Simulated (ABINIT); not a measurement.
Planning a run of ABINIT 10.8.3 on BiOCl (P4/nmm). The input:

```
acell 3*1.0 Angstrom
rprim 
  3.885510000000 0.000000000000 0.000000000000
  0.000000000000 3.885510000000 0.000000000000
  0.000000000000 0.000000000000 7.348900000000
ntypat 3
znucl 83 17 8
natom 6
typat 1 1 2 2 3 3
xred 
  0.500000000000 0.000000000000 0.329040000000
  0.000000000000 0.500000000000 0.670960000000
  0.000000000000 0.500000000000 0.147200000000
  0.500000000000 0.000000000000 0.852800000000
  0.000000000000 0.000000000000 0.500000000000
  0.500000000000 0.500000000000 0.500000000000
pp_dirpath "pseudos"
pseudos "Bi.upf, Cl.upf, O.upf"
ecut 42
iscf -2
irdden 1
kptopt 0
nkpt 39
kpt 
  0.00000000 0.00000000 0.00000000
  0.00000000 0.12500000 0.00000000
  0.00000000 0.25000000 0.00000000
  0.00000000 0.37500000 0.00000000
  0.00000000 0.50000000 0.00000000
  0.12500000 0.50000000 0.00000000
  0.25000000 0.50000000 0.00000000
  0.37500000 0.50000000 0.00000000
  0.50000000 0.50000000 0.00000000
  0.37500000 0.37500000 0.00000000
  0.25000000 0.25000000 0.00000000
  0.12500000 0.12500000 0.00000000
  0.00000000 0.00000000 0.00000000
  0.00000000 0.00000000 0.12500000
  0.00000000 0.00000000 0.25000000
  0.00000000 0.00000000 0.37500000
  0.00000000 0.00000000 0.50000000
  0.00000000 0.12500000 0.50000000
  0.00000000 0.25000000 0.50000000
  0.00000000 0.37500000 0.50000000
  0.00000000 0.50000000 0.50000000
  0.12500000 0.50000000 0.50000000
  0.25000000 0.50000000 0.50000000
  0.37500000 0.50000000 0.50000000
  0.50000000 0.50000000 0.50000000
  0.37500000 0.37500000 0.50000000
  0.25000000 0.25000000 0.50000000
  0.12500000 0.12500000 0.50000000
  0.00000000 0.00000000 0.50000000
  0.00000000 0.50000000 0.00000000
  0.00000000 0.50000000 0.12500000
  0.00000000 0.50000000 0.25000000
  0.00000000 0.50000000 0.37500000
  0.00000000 0.50000000 0.50000000
  0.50000000 0.50000000 0.00000000
  0.50000000 0.50000000 0.12500000
  0.50000000 0.50000000 0.25000000
  0.50000000 0.50000000 0.37500000
  0.50000000 0.50000000 0.50000000
istwfk *1
nband 43
nbdbuf 2
tolwfr 1e-08
nstep 40
prtwf 0
prtvol 0
indata_prefix "in"
outdata_prefix "out"
tmpdata_prefix "tmp"
```

```sh
OMP_NUM_THREADS=1 mpirun -n 4 abinit run.abi > log
```

Estimate wall time and host memory on 4 MPI ranks of Intel Xeon Platinum 8488C (Sapphire Rapids), shared host.

It took 1.7 min; on shared hardware allow 50 s to 3.3 min. Peak host memory was 0.62 GiB.

[Paths, hosts, dates, memory and timing lines, banners, echoed tables and standing remarks are left out of the program output.]

[Logs are printed without paths, hosts, clocks, repeated set-up lines and the standing remarks that a program may print on its own settings, such as how far it seeks lower states.]

[Runs of the session that timed out or met a known fault of the program may be left out.]

[Hosts, paths, dates, database ids (printed as entryN), source tags and the programs' standing remarks are cut or masked in the printed files.]

[G0W0 gaps are taken among the corrected bands and points alone; a level outside them can change the order at an edge.]

[Where Ansatz stands beside ABINIT at settings called matched, ABINIT's density can come from a denser mesh and the files from another edition; pairs whose starting gaps differed by over 0.03 eV were left out, so agreement reads better than it is.]
